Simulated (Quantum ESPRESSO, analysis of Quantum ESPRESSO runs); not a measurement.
# Reproducing a measured migration barrier: interstitial H in fcc Al, hop from a tetrahedral to the next octahedral site (Quantum ESPRESSO), part 2 of 3

How near does this set-up come to the measured migration barrier? Subject: interstitial H in fcc Al, hop from a tetrahedral to the next octahedral site. Set-up: PBEsol, GBRV 1.5 PBEsol, 32-site cell, PBEsol lattice, k: 3x3x3. The model is a cell of 32 host atoms with 1 H put in. The barrier is the energy of the highest image of a climbing band over the relaxed site that the atom leaves. A local or semilocal functional is the cheapest first rung.

Quantum ESPRESSO 7.5; PBEsol, GBRV 1.5 PBEsol, 32-site cell, PBEsol lattice, k: 3x3x3.

So far: Set-up; Relaxation, charge 0.

**3. Relaxation, charge 0**

Level of this step: Quantum ESPRESSO plane-wave DFT, PBEsol, GBRV 1.5 PBEsol potentials; relaxation of all atoms of a defect supercell (Quantum ESPRESSO).

The other end of the jump is relaxed alike.

Contents of pw.in:

```
&CONTROL
  calculation = 'relax'
  prefix = 'pwscf'
  outdir = './tmp'
  pseudo_dir = './pseudo'
  tprnfor = .true.
  disk_io = 'low'
  nstep = 70
  forc_conv_thr = 0.00078
  etot_conv_thr = 0.0001
/
&SYSTEM
  ibrav = 0
  nat = 33
  ntyp = 2
  ecutwfc = 45
  ecutrho = 360
  nbnd = 63
  occupations = 'smearing'
  smearing = 'mv'
  degauss = 0.00734986
/
&ELECTRONS
  conv_thr = 3d-08
  electron_maxstep = 100
  mixing_beta = 0.5
/
&IONS
  ion_dynamics = 'bfgs'
/
ATOMIC_SPECIES
Al    26.9815 al_pbesol_v1.uspp.F.UPF
H      1.0080 h_pbesol_v1.4.uspp.F.UPF
CELL_PARAMETERS angstrom
   8.0266502575    0.0000000000    0.0000000000
   0.0000000000    8.0266502575    0.0000000000
   0.0000000000    0.0000000000    8.0266502575
ATOMIC_POSITIONS crystal
Al     0.0000000000    0.0000000000    0.0000000000
Al     0.0000000000    0.2500000000    0.2500000000
[... 1 atom line left out ...]
Al     0.2500000000    0.2500000000    0.0000000000
[... 3 atom lines left out ...]
Al     0.2500000000    0.2500000000    0.5000000000
[... 2 atom lines left out ...]
Al     0.2500000000    0.5000000000    0.2500000000
[... 1 atom line left out ...]
Al     0.0000000000    0.5000000000    0.5000000000
[... 1 atom line left out ...]
Al     0.2500000000    0.5000000000    0.7500000000
[... 2 atom lines left out ...]
Al     0.5000000000    0.2500000000    0.2500000000
[... 2 atom lines left out ...]
Al     0.5000000000    0.0000000000    0.5000000000
[... 3 atom lines left out ...]
Al     0.5000000000    0.5000000000    0.0000000000
Al     0.5000000000    0.7500000000    0.2500000000
Al     0.7500000000    0.5000000000    0.2500000000
[... 1 atom line left out ...]
Al     0.5000000000    0.5000000000    0.5000000000
[... 3 atom lines left out ...]
H      0.2500000000    0.2500000000    0.2500000000
K_POINTS automatic
3 3 3 0 0 0
```

Run with:

```console
$ OMP_NUM_THREADS=1 mpirun -n 4 pw.x -nk 4 -in pw.in > pw.out
```

What it wrote:

```text
[banner, memory and clock lines left out]
          URL

     Message from routine setup:
     using ibrav=0 with symmetry is DISCOURAGED, use correct ibrav instead

     G-vector sticks info

     bravais-lattice index     =            0
     lattice parameter (alat)  =      15.1682  a.u.
     unit-cell volume          =    3489.7926 (a.u.)^3
     number of atoms/cell      =           33
     number of atomic types    =            2
     number of electrons       =        97.00
     number of Kohn-Sham states=           63
     kinetic-energy cutoff     =      45.0000  Ry
     charge density cutoff     =     360.0000  Ry
     scf convergence threshold =      3.0E-08
     mixing beta               =       0.5000
     number of iterations used =            8  plain     mixing
     energy convergence thresh.=      1.0E-04
     force convergence thresh. =      7.8E-04
     Exchange-correlation= SLA  PW   PSX  PSC
                           (   1   4  10   8   0   0   0)
     nstep                     =           70

     celldm(1)=  15.168171  celldm(2)=   0.000000  celldm(3)=   0.000000
     celldm(4)=   0.000000  celldm(5)=   0.000000  celldm(6)=   0.000000

     crystal axes: (cart. coord. in units of alat)
               a(1) = (   1.000000   0.000000   0.000000 )
               a(2) = (   0.000000   1.000000   0.000000 )
               a(3) = (   0.000000   0.000000   1.000000 )

     reciprocal axes: (cart. coord. in units 2 pi/alat)
               b(1) = (  1.000000  0.000000  0.000000 )
               b(2) = (  0.000000  1.000000  0.000000 )
               b(3) = (  0.000000  0.000000  1.000000 )

     PseudoPot. # 1 for Al read from file:
     al_pbesol_v1.uspp.F.UPF
     Pseudo is Ultrasoft + core correction, Zval =  3.0
     Generated by new atomic code, or converted to UPF format
     Using radial grid of  893 points,  3 beta functions with:
                l(1) =   0
                l(2) =   1
                l(3) =   2
     Q(r) pseudized with  8 coefficients,  rinner =    0.900   0.900   0.900
                                                       0.900   0.900

     PseudoPot. # 2 for H  read from file:
     h_pbesol_v1.4.uspp.F.UPF
     Pseudo is Ultrasoft, Zval =  1.0
     Generated by new atomic code, or converted to UPF format
     Using radial grid of  615 points,  2 beta functions with:
                l(1) =   0
                l(2) =   0
     Q(r) pseudized with  8 coefficients,  rinner =    0.700

     atomic species   valence    mass     pseudopotential
     Al                3.00    26.98150     Al( 1.00)
     H                 1.00     1.00800     H ( 1.00)

     48 Sym. Ops., with inversion, found (42 have fractional translation)

   Cartesian axes

     site n.     atom                  positions (alat units)
         1        Al     tau(   1) = (   0.0000000   0.0000000   0.0000000  )
         2        Al     tau(   2) = (   0.0000000   0.2500000   0.2500000  )
         3        Al     tau(   3) = (   0.2500000   0.0000000   0.2500000  )
         4        Al     tau(   4) = (   0.2500000   0.2500000   0.0000000  )
         5        Al     tau(   5) = (   0.0000000   0.0000000   0.5000000  )
         6        Al     tau(   6) = (   0.0000000   0.2500000   0.7500000  )
         7        Al     tau(   7) = (   0.2500000   0.0000000   0.7500000  )
         8        Al     tau(   8) = (   0.2500000   0.2500000   0.5000000  )
         9        Al     tau(   9) = (   0.0000000   0.5000000   0.0000000  )
        10        Al     tau(  10) = (   0.0000000   0.7500000   0.2500000  )
        11        Al     tau(  11) = (   0.2500000   0.5000000   0.2500000  )
        12        Al     tau(  12) = (   0.2500000   0.7500000   0.0000000  )
        13        Al     tau(  13) = (   0.0000000   0.5000000   0.5000000  )
        14        Al     tau(  14) = (   0.0000000   0.7500000   0.7500000  )
        15        Al     tau(  15) = (   0.2500000   0.5000000   0.7500000  )
        16        Al     tau(  16) = (   0.2500000   0.7500000   0.5000000  )
[...]
25        Al     tau(  25) = (   0.5000000   0.5000000   0.0000000  )
        26        Al     tau(  26) = (   0.5000000   0.7500000   0.2500000  )
        27        Al     tau(  27) = (   0.7500000   0.5000000   0.2500000  )
        28        Al     tau(  28) = (   0.7500000   0.7500000   0.0000000  )
        29        Al     tau(  29) = (   0.5000000   0.5000000   0.5000000  )
        30        Al     tau(  30) = (   0.5000000   0.7500000   0.7500000  )
        31        Al     tau(  31) = (   0.7500000   0.5000000   0.7500000  )
        32        Al     tau(  32) = (   0.7500000   0.7500000   0.5000000  )
        33        H      tau(  33) = (   0.2500000   0.2500000   0.2500000  )

     number of k points=     4  Marzari-Vanderbilt smearing, width (Ry)=  0.0073
                       cart. coord. in units 2pi/alat
        k(    1) = (   0.0000000   0.0000000   0.0000000), wk =   0.0740741
        k(    2) = (   0.0000000   0.0000000   0.3333333), wk =   0.4444444
        k(    3) = (   0.0000000   0.3333333   0.3333333), wk =   0.8888889
        k(    4) = (   0.3333333   0.3333333   0.3333333), wk =   0.5925926

     Dense  grid:   402647 G-vectors     FFT dimensions: (  96,  96,  96)

     Smooth grid:   142609 G-vectors     FFT dimensions: (  72,  72,  72)

     Initial potential from superposition of free atoms

     starting charge      96.9247, renormalised to      97.0000
     Starting wfcs are  129 randomized atomic wfcs

     Self-consistent Calculation

     iteration #  1     ecut=    45.00 Ry     beta= 0.50
     Davidson diagonalization with overlap
     ethr =  1.00E-02,  avg # of iterations =  3.0

     Threshold (ethr) on eigenvalues was too large:
     Diagonalizing with lowered threshold

     Davidson diagonalization with overlap
     ethr =  2.20E-04,  avg # of iterations =  5.2

     total energy              =    -214.40780239 Ry
     estimated scf accuracy    <       0.22944268 Ry

     iteration #  2     ecut=    45.00 Ry     beta= 0.50
     Davidson diagonalization with overlap
     ethr =  2.37E-04,  avg # of iterations =  2.0
     Minimization algorithm failed to find Fermi energy: reverting to bisection
     Possible cause: smearing is larger than the electronic band-gap.

     total energy              =    -214.39702581 Ry
     estimated scf accuracy    <       0.06639420 Ry

     iteration #  3     ecut=    45.00 Ry     beta= 0.50
     Davidson diagonalization with overlap
     ethr =  6.84E-05,  avg # of iterations =  5.2
[...]
internal energy E=F+TS    =    -214.41561097 Ry

     The total energy is F=E-TS. E is the sum of the following terms:
     one-electron contribution =      97.57356709 Ry
     hartree contribution      =       0.58119853 Ry
     xc contribution           =    -137.24193314 Ry
     ewald contribution        =    -175.32844345 Ry

     convergence has been achieved in   7 iterations

     Forces acting on atoms (cartesian axes, Ry/au):

[...]
Total force =     0.003393     Total SCF correction =     0.000019
     Energy error            =      4.2E-05 Ry
     Gradient error          =      8.3E-04 Ry/Bohr

     number of scf cycles    =   7
     number of bfgs steps    =   6

     energy             old  =    -214.4130460272 Ry
     energy             new  =    -214.4130884990 Ry

     CASE: energy            _new < energy            _old

     new trust radius        =       0.0049019803 bohr
     new conv_thr            =       0.0000000003 Ry

ATOMIC_POSITIONS (crystal)
[...]
NEW-OLD atomic charge density approx. for the potential

     Self-consistent Calculation

     iteration #  1     ecut=    45.00 Ry     beta= 0.50
[...]
Threshold (ethr) on eigenvalues was too large:
     Diagonalizing with lowered threshold

     Davidson diagonalization with overlap
     ethr =  8.16E-09,  avg # of iterations =  4.5
     Minimization algorithm failed to find Fermi energy: reverting to bisection
     Possible cause: smearing is larger than the electronic band-gap.

     total energy              =    -214.41310843 Ry
     estimated scf accuracy    <       0.00002403 Ry

     iteration #  2     ecut=    45.00 Ry     beta= 0.50
     Davidson diagonalization with overlap
     ethr =  2.48E-08,  avg # of iterations =  3.0
     Minimization algorithm failed to find Fermi energy: reverting to bisection
     Possible cause: smearing is larger than the electronic band-gap.

     total energy              =    -214.41310875 Ry
     estimated scf accuracy    <       0.00004913 Ry

     iteration #  3     ecut=    45.00 Ry     beta= 0.50
     Davidson diagonalization with overlap
     ethr =  2.48E-08,  avg # of iterations =  2.2
     Minimization algorithm failed to find Fermi energy: reverting to bisection
     Possible cause: smearing is larger than the electronic band-gap.

     total energy              =    -214.41311693 Ry
     estimated scf accuracy    <       0.00000620 Ry

     iteration #  4     ecut=    45.00 Ry     beta= 0.50
     Davidson diagonalization with overlap
     ethr =  6.39E-09,  avg # of iterations =  2.0
     Minimization algorithm failed to find Fermi energy: reverting to bisection
     Possible cause: smearing is larger than the electronic band-gap.

     total energy              =    -214.41311768 Ry
     estimated scf accuracy    <       0.00000010 Ry

     iteration #  5     ecut=    45.00 Ry     beta= 0.50
     Davidson diagonalization with overlap
     ethr =  1.08E-10,  avg # of iterations =  4.0
     Minimization algorithm failed to find Fermi energy: reverting to bisection
     Possible cause: smearing is larger than the electronic band-gap.

     total energy              =    -214.41311772 Ry
     estimated scf accuracy    <       0.00000005 Ry

     iteration #  6     ecut=    45.00 Ry     beta= 0.50
     Davidson diagonalization with overlap
     ethr =  5.34E-11,  avg # of iterations =  2.0
     Minimization algorithm failed to find Fermi energy: reverting to bisection
     Possible cause: smearing is larger than the electronic band-gap.

     total energy              =    -214.41311773 Ry
     estimated scf accuracy    <          9.8E-09 Ry

     iteration #  7     ecut=    45.00 Ry     beta= 0.50
     Davidson diagonalization with overlap
     ethr =  1.01E-11,  avg # of iterations =  2.8
     Minimization algorithm failed to find Fermi energy: reverting to bisection
     Possible cause: smearing is larger than the electronic band-gap.

     total energy              =    -214.41311773 Ry
     estimated scf accuracy    <          1.2E-09 Ry

     iteration #  8     ecut=    45.00 Ry     beta= 0.50
     Davidson diagonalization with overlap
     ethr =  1.25E-12,  avg # of iterations =  2.0
     Minimization algorithm failed to find Fermi energy: reverting to bisection
     Possible cause: smearing is larger than the electronic band-gap.

     End of self-consistent calculation

          k = 0.0000 0.0000 0.0000 ( 17845 PWs)   bands (ev):

[...]
9.2610   9.2823   9.2823   9.2823   9.3011   9.3011   9.3011

          k = 0.0000 0.0000 0.3333 ( 17772 PWs)   bands (ev):

[...]
8.9367   8.9367   8.9915   9.4526   9.6622   9.6881   9.6881

          k = 0.0000 0.3333 0.3333 ( 17799 PWs)   bands (ev):

[...]
8.3658   8.8105   8.9538   9.0199   9.0310   9.0377   9.0859   9.0861
     9.1220   9.2267   9.6196   9.7659   9.7783   9.8027  10.6541

          k = 0.3333 0.3333 0.3333 ( 17788 PWs)   bands (ev):

    -2.7035  -2.0724  -1.7092  -1.7092  -1.1805  -0.9519  -0.9519  -0.2784
     0.8252   1.2927   1.2927   1.6530   2.0319   2.0319   2.0365   2.0365
     2.0386   2.5972   2.7745   2.7745   3.2837   3.4847   3.4847   3.9137
     4.2061   4.2061   4.2126   4.2126   4.2132   4.6305   4.7896   4.7896
     5.0949   5.1296   5.1296   5.6019   5.7082   5.7082   6.8322   7.0721
     7.0721   7.1040   7.1229   7.1229   7.6423   7.7987   7.7987   7.8253
     7.8488   7.8488   8.5104   8.8040   9.0949   9.0949   9.4777   9.6304
     9.6304   9.7560   9.9264   9.9264   9.9928  10.1661  10.1661

     the Fermi energy is     7.9137 ev

!    total energy              =    -214.41311773 Ry
     estimated scf accuracy    <          4.6E-11 Ry
     smearing contrib. (-TS)   =       0.00251994 Ry
     internal energy E=F+TS    =    -214.41563767 Ry

     The total energy is F=E-TS. E is the sum of the following terms:
     one-electron contribution =      97.57659110 Ry
     hartree contribution      =       0.57974031 Ry
     xc contribution           =    -137.24187982 Ry
     ewald contribution        =    -175.33008927 Ry

     convergence has been achieved in   8 iterations

     Forces acting on atoms (cartesian axes, Ry/au):

[...]
atom   26 type  1   force =     0.00002198   -0.00000000    0.00000000
     atom   27 type  1   force =    -0.00000000    0.00002198   -0.00000000
     atom   28 type  1   force =     0.00000000    0.00000000   -0.00035745
     atom   29 type  1   force =    -0.00011111   -0.00011111   -0.00011111
     atom   30 type  1   force =     0.00035745    0.00000000    0.00000000
     atom   31 type  1   force =     0.00000000    0.00035745    0.00000000
     atom   32 type  1   force =     0.00000000    0.00000000    0.00035745
     atom   33 type  2   force =     0.00000000    0.00000000    0.00000000

     Total force =     0.001292     Total SCF correction =     0.000009
     Energy error            =      2.9E-05 Ry
     Gradient error          =      3.6E-04 Ry/Bohr

     bfgs converged in   8 scf cycles and   7 bfgs steps
     (criteria: energy <  1.0E-04 Ry, force <  7.8E-04 Ry/Bohr)

     End of BFGS Geometry Optimization

     Final energy             =    -214.4131177305 Ry

     File ./tmp/pwscf.bfgs deleted, as requested
Begin final coordinates

ATOMIC_POSITIONS (crystal)
[...]
Al               0.5012970233        0.7500000000        0.2500000000
Al               0.7500000000        0.5012970233        0.2500000000
Al               0.7500000000        0.7500000000       -0.0007269696
Al               0.4997541669        0.4997541669        0.4997541669
Al               0.5007269696        0.7500000000        0.7500000000
Al               0.7500000000        0.5007269696        0.7500000000
Al               0.7500000000        0.7500000000        0.5007269696
H                0.2500000000        0.2500000000        0.2500000000
End final coordinates
```

Wall time 5.5 min (4 MPI ranks of Arm Neoverse V1, shared host); peak memory 1.8 GiB.

Step by step:

```tsv
step	energy less that of the first step (eV)
0	0.0000
1	-0.0169
2	-0.0315
3	-0.0459
4	-0.0523
5	-0.0528
6	-0.0534
7	-0.0538
```

The atoms that moved most (Å):

```tsv
atom	dx	dy	dz	length
Al2	-0.048	0.000	0.000	0.048
Al3	0.000	-0.048	0.000	0.048
Al4	0.000	0.000	-0.048	0.048
Al8	0.000	0.000	0.048	0.048
Al11	0.000	0.048	0.000	0.048
Al18	0.048	0.000	0.000	0.048
Al10	-0.010	0.000	0.000	0.010
Al7	0.000	-0.010	0.000	0.010
```

Neighbours of H33 at the end:

```tsv
atom	distance (Å)
Al2	2.054
Al4	2.054
Al3	2.054
Al11	2.054
Al18	2.054
Al8	2.054
Al9	3.472
Al13	3.472
Al21	3.472
Al17	3.472
Al29	3.472
Al25	3.472
Al5	3.472
Al1	3.472
```

First to last step the energy falls by 0.054 eV; the largest move, 0.048 Å, is that of Al2 and 5 other atoms alike.

(Continued in part 3 of 3.)

[Logs are printed without paths, hosts, clocks, repeated set-up lines and the standing remarks that a program may print on its own settings, such as how far it seeks lower states.]

[Hosts, paths, dates, database ids (printed as entryN), source tags and the programs' standing remarks are cut or masked in the printed files.]

[For some hosts the program warned that the k-mesh of the response run may be too coarse for force constants and the static dielectric constant; such warnings are not shown here.]
